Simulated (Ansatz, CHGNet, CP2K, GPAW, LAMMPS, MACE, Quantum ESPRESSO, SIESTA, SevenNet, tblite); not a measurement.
# Glassy 69SiO2-19Al2O3-6SrO-6Li2O (mol %) (106 atoms) in other programs, against a plane-wave reference

Aim: run glassy 69SiO2-19Al2O3-6SrO-6Li2O (mol %) (106 atoms) in several programs and set results and cost side by side. A plane-wave run serves as the reference.

Calculated with Quantum ESPRESSO 7.5; Kohn-Sham DFT, PBE, SSSP efficiency 1.3.0 pseudopotentials, plane waves.

## 1. Set-up

The cell holds 106 atoms: 22 Si, 12 Al, 2 Sr, 4 Li and 66 O. Cell: a = 11.659 Å, b = 11.659 Å, c = 11.659 Å, α = 90.0°, β = 90.0°, γ = 90.0°. 106 atoms (22 Si, 12 Al, 2 Sr, 4 Li, 66 O) placed at random at 2.31 g/cm³, melted at 4000 K for 10 ps at fixed volume with the Morse and Coulomb pair potential with partial charges (Pedone, Malavasi, Menziani, Cormack and Segre, J. Phys. Chem. B 110, 11780 (2006)). Quenched from 4000 K to 300 K at 50 K/ps and fixed volume, held 5 ps.

## 2. The reference run

File pw.in:

```
&control
  calculation = 'scf'
  pseudo_dir = './pseudo'
  outdir = './tmp'
  disk_io = 'none'
  tprnfor = .true.
  tstress = .true.
/
&system
  ibrav = 0
  nat = 106
  ntyp = 5
  ecutwfc = 60
  ecutrho = 480
  nosym = .true.
  occupations = 'smearing'
  smearing = 'fd'
  degauss = 0.003675
/
&electrons
  conv_thr = 5.3e-07
  electron_maxstep = 100
  mixing_beta = 0.4
  mixing_mode = 'plain'
  diagonalization = 'david'
/
ATOMIC_SPECIES
Si 28.085 Si.upf
Al 26.982 Al.upf
Sr 87.620 Sr.upf
Li 6.940 Li.upf
O 15.999 O.upf
CELL_PARAMETERS angstrom
11.65850 0.00000 0.00000
0.00000 11.65850 0.00000
0.00000 0.00000 11.65850
ATOMIC_POSITIONS crystal
Si 0.28986 0.98696 0.72095
Si 0.46497 0.47897 0.37632
Si 0.86756 0.60227 0.55702
Si 0.07645 0.11462 0.60846
Si 0.35528 0.12961 0.38646
Si 0.07948 0.62937 0.86353
Si 0.64768 0.83036 0.21743
Si 0.27953 0.40789 0.20722
Si 0.86162 0.71171 0.13052
Si 0.49198 0.28528 0.07973
Si 0.87828 0.08836 0.79118
Si 0.01057 0.02041 0.34711
[... 90 atom lines left out ...]
O 0.42594 0.02358 0.70639
O 0.32831 0.04575 0.26829
O 0.88562 0.82306 0.04812
O 0.73590 0.48776 0.89022
K_POINTS gamma
```

Started as:

```console
$ OMP_NUM_THREADS=1 mpirun -np 4 pw.x -in pw.in > output.txt
```

The program printed:

```text
Program PWSCF
     gamma-point specific algorithms are used
     one sub-group per band group will be used
     scalapack distributed-memory algorithm (size of sub-group:  2*  2 procs)
     Parallelization info
     sticks:   dense  smooth     PW     G-vecs:    dense   smooth      PW
     Min        4627    2315    578               474780   167832   20970
     Max        4630    2318    579               474790   167846   20977
     Sum       18513    9265   2313              1899137   671349   83887
     bravais-lattice index     =            0
     lattice parameter (alat)  =      22.0314  a.u.
     unit-cell volume          =   10693.6172 (a.u.)^3
     number of atoms/cell      =          106
     number of atomic types    =            5
     number of electrons       =       552.00
[... lines left out ...]
     scf convergence threshold =      5.3E-07
[... lines left out ...]
     number of k points=     1  Fermi-Dirac smearing, width (Ry)=  0.0037
[... lines left out ...]
     total energy              =   -3678.10479329 Ry
[... lines left out ...]
     total energy              =   -3684.58160360 Ry
[... lines left out ...]
     total energy              =   -3684.63052522 Ry
[... lines left out ...]
     total energy              =   -3684.69694374 Ry
[... lines left out ...]
     total energy              =   -3684.69694437 Ry
[... lines left out ...]
   -17.0288 -16.9549 -16.8562 -16.7601 -16.7104 -16.6358 -16.6069 -16.5722
[...]
9.8975   9.9449  10.0027  10.0427  10.1220  10.1384  10.2294  10.2460
    10.2919  10.3446  10.3667  10.3933  10.4402  10.4578  10.4910  10.5555
    10.6062  10.6448  10.6717
     the Fermi energy is     4.3303 ev
!    total energy              =   -3684.69694505 Ry
     estimated scf accuracy    <       0.00000020 Ry
     smearing contrib. (-TS)   =      -0.00000000 Ry
     internal energy E=F+TS    =   -3684.69694505 Ry
     The total energy is F=E-TS. E is the sum of the following terms:
     one-electron contribution =   -1941.35419026 Ry
     hartree contribution      =    1242.86719877 Ry
     xc contribution           =    -720.70680076 Ry
     ewald contribution        =   -1222.46596115 Ry
     one-center paw contrib.   =   -1043.03719165 Ry
     convergence has been achieved in  11 iterations
     negative rho (up, down):  1.323E-01 0.000E+00
     Forces acting on atoms (cartesian axes, Ry/au):
     atom    1 type  1   force =    -0.01554379   -0.03319935   -0.09497727
     atom    2 type  1   force =     0.06187541    0.03226714   -0.01024741
     atom    3 type  1   force =     0.00498584    0.02186148   -0.07531012
[...]
atom  105 type  5   force =    -0.01805684    0.04425894   -0.03907052
     atom  106 type  5   force =    -0.01785941    0.01023856    0.04342278
     Total force =     0.919338     Total SCF correction =     0.001021
     Computing stress (Cartesian axis) and pressure
     negative rho (up, down):  1.323E-01 0.000E+00
          total   stress  (Ry/bohr**3)                   (kbar)     P=       18.59
   0.00021416   0.00008714   0.00007872           31.50       12.82       11.58
   0.00008714  -0.00000423  -0.00002319           12.82       -0.62       -3.41
   0.00007872  -0.00002319   0.00016921           11.58       -3.41       24.89
     Message from routine punch:
     Nothing written, as per user request (disk_io='none')
```

Elapsed: 4.8 min, on 4 MPI ranks of Arm Neoverse V2, shared host; peak memory 5.3 GiB.

Banners, paths, timers and routine set-up lines are dropped from the logs unmarked, and long logs keep their key lines alone; longer cuts are marked.

Numbers from this run:

```
r.m.s. force component                           : 1.325 eV/Å
longest force                                    : 5.255 eV/Å
pressure                                         : 1.859 GPa
gap (highest filled to lowest empty level) : 2.915 eV
```

## 3. What was run beside it

The programs:
- CHGNet: machine-learned potential, published weights.
- CP2K 2026.2: Gaussian basis with GTH pseudopotentials and a plane-wave density; labels give functional, basis (MOLOPT sets; SR short-range, UZH the newer set with its own potentials), grid cutoff/relative cutoff and solver (OT: orbital transformation; TRS4, TC2, SIGN: linear-scaling purification with its sparsity filter), or its built-in tight binding.
- GPAW 26.7.0: PAW with atomic orbitals (LCAO), plane waves or a real-space grid of spacing h.
- MACE: machine-learned potential, published weights.
- Quantum ESPRESSO 7.5: plane waves; labels (QE) give functional, pseudopotential set and cutoffs of waves/density.
- SIESTA 5.4.2: numerical atomic orbitals, whose automatically made sets are far from complete, with PseudoDojo norm-conserving potentials that we converted to its format (checked against plane waves on the same files for H, C, O, Si, Ge and Ca alone); labels give functional, basis size, energy shift and mesh cutoff.
- SevenNet: machine-learned potential, published weights.
- tblite 0.8.0: extended tight binding, driven from Python.

All use the same cell and atoms; the electronic-structure runs use the same k-mesh, and an electronic temperature of 580 K (0.05 eV) where levels are smeared.

Differences are against the plane-wave reference, forces as r.m.s. over components; share is that over the reference's r.m.s. force, slope the least-squares factor from reference forces to these. Total energies of different programs have different zeros and aren't compared.

| run | Δ force, r.m.s. (meV/Å) | share (%) | slope | Δ pressure (GPa) | Δ gap (eV) | cores | CPU time | memory (GiB) |
| --- | --- | --- | --- | --- | --- | --- | --- | --- |
| reference | - | - | - | - | - | 4 | 19 min | 5.3 |
| CHGNet r2SCAN potential | 329 | 24.9 | 0.800 | -4.04 | - | 1 | 3.6 s | 1.3 |
| CP2K LDA, DZVP-MOLOPT-SR, 600/50 Ry, OT DIIS | 215 | 16.2 | 0.895 | -6.27 | -0.202 | 4 | 7.8 min | 3.6 |
| CP2K PBE, DZVP-MOLOPT-SR, 420/50 Ry, OT DIIS (coarse) | 127 | 9.58 | 0.974 | -0.109 | -0.0828 | 4 | 7.3 min | 2.7 |
| CP2K PBE, DZVP-MOLOPT-SR, 600/50 Ry, OT DIIS | 100 | 7.55 | 0.973 | -0.143 | -0.0785 | 4 | 9.5 min | 3.8 |
| CP2K PBE, DZVP-MOLOPT-SR, 600/50 Ry, diagonalisation | 100 | 7.55 | 0.973 | -0.143 | -0.0783 | 4 | 5.7 min | 5.6 |
| CP2K PBE, SZV-MOLOPT-SR, 600/50 Ry, OT DIIS (coarse) | 921 | 69.5 | 1.334 | 16.5 | -0.951 | 2 | 5.8 min | 2.2 |
| CP2K PBE, SZV-MOLOPT-SR, 600/50 Ry, TRS4 filter 1e-03, SCF 1e-04 (coarse) | 932 | 70.3 | 1.338 | 17.3 | - | 2 | 55 s | 2.1 |
| CP2K PBE, SZV-MOLOPT-SR, 600/50 Ry, TRS4 filter 1e-04, SCF 1e-05 (coarse) | 926 | 69.8 | 1.334 | 16.6 | - | 2 | 72 s | 2.1 |
| CP2K PBE, SZV-MOLOPT-SR, 600/50 Ry, TRS4 filter 1e-06, SCF 1e-06 (coarse) | 928 | 70.0 | 1.337 | 16.5 | - | 2 | 77 s | 2.1 |
| GPAW PBE, LCAO dzp, h 0.18 Å | 283 | 21.4 | 1.131 | - | -0.121 | 2 | 3.2 min | 2.3 |
| GPAW PBE, LCAO dzp, h 0.28 Å (coarse) | 2032 | 153 | 1.193 | - | -0.146 | 1 | 73 s | 0.75 |
| MACE MP-0b2 small potential | 122 | 9.21 | 0.957 | -0.102 | - | 1 | 5.8 s | 0.67 |
| QE PBE, sssp-1.3.0-efficiency, 20/160 Ry (coarse) | 302 | 22.8 | 1.153 | -149 | -0.483 | 2 | 3.2 min | 1.1 |
| SIESTA PBE, DZ, shift 0.01 Ry, mesh 500 Ry (coarse) | 777 | 58.6 | 1.312 | 11.4 | -0.125 | 2 | 2.8 min | 1.8 |
| SIESTA PBE, DZP, shift 0.01 Ry, mesh 500 Ry | 305 | 23.0 | 1.138 | 4.31 | -0.0135 | 4 | 6.9 min | 3.2 |
| SIESTA PBE, DZP, shift 0.01 Ry, mesh 700 Ry | 305 | 23.0 | 1.138 | 4.31 | -0.0135 | 4 | 11 min | 4.8 |
| SIESTA PBE, DZP, shift 0.04 Ry, mesh 500 Ry (coarse) | 319 | 24.1 | 1.089 | -3.37 | -0.195 | 2 | 3.2 min | 1.9 |
| SevenNet l3i5 potential | 66.4 | 5.01 | 0.975 | -0.269 | - | 1 | 9.2 s | 1.6 |
| tblite IPEA1-xTB | 592 | 44.6 | 0.764 | -2.07 | - | 1 | 6.9 s | 0.15 |

Rows marked coarse were listed beforehand as settings not expected to be converged; some can still land near the reference.

Times of the machine-learned potentials are mostly Python's start and the loading of weights.

CPU time is summed over cores on a shared host, where runs went side by side, so it is rough. Symmetry, cutoffs, thresholds, outputs and thread counts weren't matched or tuned between programs; memory under MPI is the largest rank's times the ranks.

Left out of the table, since they converged to an unphysical state: CP2K GFN1-xTB, OT DIIS (forces off by up to 25 eV/Å).

Runs without a result: tblite GFN2-xTB (not converged, the SCF not settling).

Mean charges by element (e), by run and scheme:

| run | scheme | Si | Al | Sr | Li | O |
| --- | --- | --- | --- | --- | --- | --- |
| CP2K LDA, DZVP-MOLOPT-SR, 600/50 Ry, OT DIIS | Mulliken | +0.61 | +0.94 | +1.28 | +0.66 | -0.45 |
| CP2K PBE, DZVP-MOLOPT-SR, 420/50 Ry, OT DIIS | Mulliken | +0.80 | +1.14 | +1.36 | +0.70 | -0.56 |
| CP2K PBE, DZVP-MOLOPT-SR, 600/50 Ry, OT DIIS | Mulliken | +0.80 | +1.14 | +1.36 | +0.70 | -0.56 |
| CP2K PBE, DZVP-MOLOPT-SR, 600/50 Ry, diagonalisation | Mulliken | +0.80 | +1.14 | +1.36 | +0.70 | -0.56 |
| SIESTA PBE, DZP, shift 0.01 Ry, mesh 500 Ry | Hirshfeld | +0.43 | +0.39 | +0.71 | +0.21 | -0.25 |
| SIESTA PBE, DZP, shift 0.01 Ry, mesh 700 Ry | Hirshfeld | +0.43 | +0.39 | +0.71 | +0.21 | -0.25 |
| tblite IPEA1-xTB | Mulliken | +0.41 | +0.35 | +0.74 | +0.55 | -0.26 |

Within one program, basis, potentials and functional, energies share a zero. Each run against its twin at the usual cutoff or grid and solver:

| run | twin | Δ energy (meV/atom) | Δ force, r.m.s. (meV/Å) | CPU time over the twin's |
| --- | --- | --- | --- | --- |
| CP2K PBE, DZVP-MOLOPT-SR, 420/50 Ry, OT DIIS | DZVP-MOLOPT-SR, 600/50 Ry, OT DIIS | -0.611 | 84.9 | 0.77 |
| CP2K PBE, DZVP-MOLOPT-SR, 600/50 Ry, diagonalisation | DZVP-MOLOPT-SR, 600/50 Ry, OT DIIS | 0 | 0.074 | 0.60 |
| CP2K PBE, SZV-MOLOPT-SR, 600/50 Ry, TRS4 filter 1e-03, SCF 1e-04 | SZV-MOLOPT-SR, 600/50 Ry, OT DIIS | 34.8 | 54.6 | 0.16 |
| CP2K PBE, SZV-MOLOPT-SR, 600/50 Ry, TRS4 filter 1e-04, SCF 1e-05 | SZV-MOLOPT-SR, 600/50 Ry, OT DIIS | 6.18 | 23.5 | 0.21 |
| CP2K PBE, SZV-MOLOPT-SR, 600/50 Ry, TRS4 filter 1e-06, SCF 1e-06 | SZV-MOLOPT-SR, 600/50 Ry, OT DIIS | 0.0191 | 10.2 | 0.22 |
| GPAW PBE, LCAO dzp, h 0.28 Å | LCAO dzp, h 0.18 Å | 804 | 2014 | 0.38 (this twin ran on 2 cores) |
| QE PBE, sssp-1.3.0-efficiency, 20/160 Ry | sssp-1.3.0-efficiency, 60/480 Ry | 5343 | 302 | 0.17 (this twin ran on 4 cores) |
| SIESTA PBE, DZP, shift 0.01 Ry, mesh 700 Ry | DZP, shift 0.01 Ry, mesh 500 Ry | -0.181 | 1.56 | 1.6 |

## 4. Results

```yaml
reference_r_m_s_force_component: 1.33 eV/Å
nearest_in_forces: SevenNet l3i5 potential, 5.0 %
farthest_in_forces: GPAW PBE, LCAO dzp, h 0.28 Å (coarse), 153 %
cheapest_electronic_structure_run_beside_the_reference: tblite IPEA1-xTB, 6.9 s of CPU time
```

**Reading.** The PBE runs in local orbitals, coarse settings apart, differ by 7.5 % (CP2K PBE, DZVP-MOLOPT-SR, 600/50 Ry, diagonalisation) to 23 % (SIESTA PBE, DZP, shift 0.01 Ry, mesh 700 Ry); basis, grid and potentials can all enter. Tight binding differs by 45 % (tblite IPEA1-xTB); it is another model, with fitted parameters of its own, and the xTB methods hold dispersion. Machine-learned potentials differ by 5.0 % (SevenNet l3i5 potential) to 25 % (CHGNet r2SCAN potential); they were trained on other programs' data, some at another functional. Rows with another functional or a dispersion term differ by 16 % (CP2K LDA, DZVP-MOLOPT-SR, 600/50 Ry, OT DIIS), which mixes the change of model with differences of basis and potentials. IPEA1-xTB was fitted to ionisation energies and electron affinities, not to forces or charges. Runs with settings chosen to be coarse differ by 9.6 % (CP2K PBE, DZVP-MOLOPT-SR, 420/50 Ry, OT DIIS) to 153 % (GPAW PBE, LCAO dzp, h 0.28 Å), their programs' other errors included. Of the electronic-structure runs that take under half the reference's CPU time, CP2K PBE, DZVP-MOLOPT-SR, 600/50 Ry, diagonalisation comes nearest, at 7.5 % in 5.7 min against 19 min. QE PBE, sssp-1.3.0-efficiency, 20/160 Ry stiffens the forces by a factor of 1.15 while following their directions (correlation 0.990). At the same functional, gaps differ from the reference's 2.92 eV by between -0.95 and -0.01 eV. In pressure, QE PBE, sssp-1.3.0-efficiency, 20/160 Ry misses by -149.1 GPa, at the same functional; a cutoff this low leaves a large Pulay stress. Charges hang on model, scheme and program or settings: among these rows the mean for Al runs from +0.35 to +1.14 e. With TRS4, tightening the sparsity filter from 1e-03 to 1e-06, and the SCF threshold with it, takes the force difference from the cubic solver from 55 to 10 meV/Å, and the CPU time from 0.16 to 0.22 times the cubic solver's. In the reference: filled and empty levels are parted by 2.92 eV (on the run's k-points); a semilocal functional tends to put such gaps too low. In a disordered cell it changes from sample to sample, and tail or defect levels can set it. Periodic xTB results under one method name differ between programs and library versions. The potentials hold different valence shells: 552 electrons in the reference, 544 in GPAW; this bears on time and differences. The reference's pressure holds the uncorrected Pulay stress of its 60 Ry basis, so small pressure differences, and their order, may be the reference's own error. Machine-learned potentials mimic data converged in k, so the reference's own k-point error enters their differences. The quench rate of 50 K/ps is many orders above laboratory rates, so the cell is likely richer in defects and strain than a real sample. The network of bonds at the start is that of the classical potential that made the cell, and needn't be the one that DFT or experiment would give. The reference's stress is far from hydrostatic: its diagonal is 3.1, -0.1, 2.5 GPa, compression counted positive. The electronic-structure runs sample only Γ, in a cell whose shortest periodic width is 12 Å.

[Also dropped from logs without a mark: logging warnings of Python, and SIESTA's first energy breakdown and zero terms.]

[Logs are printed without paths, hosts, clocks, repeated set-up lines and the standing remarks that a program may print on its own settings, such as how far it seeks lower states.]

[Hosts, paths, dates, database ids (printed as entryN), source tags and the programs' standing remarks are cut or masked in the printed files.]
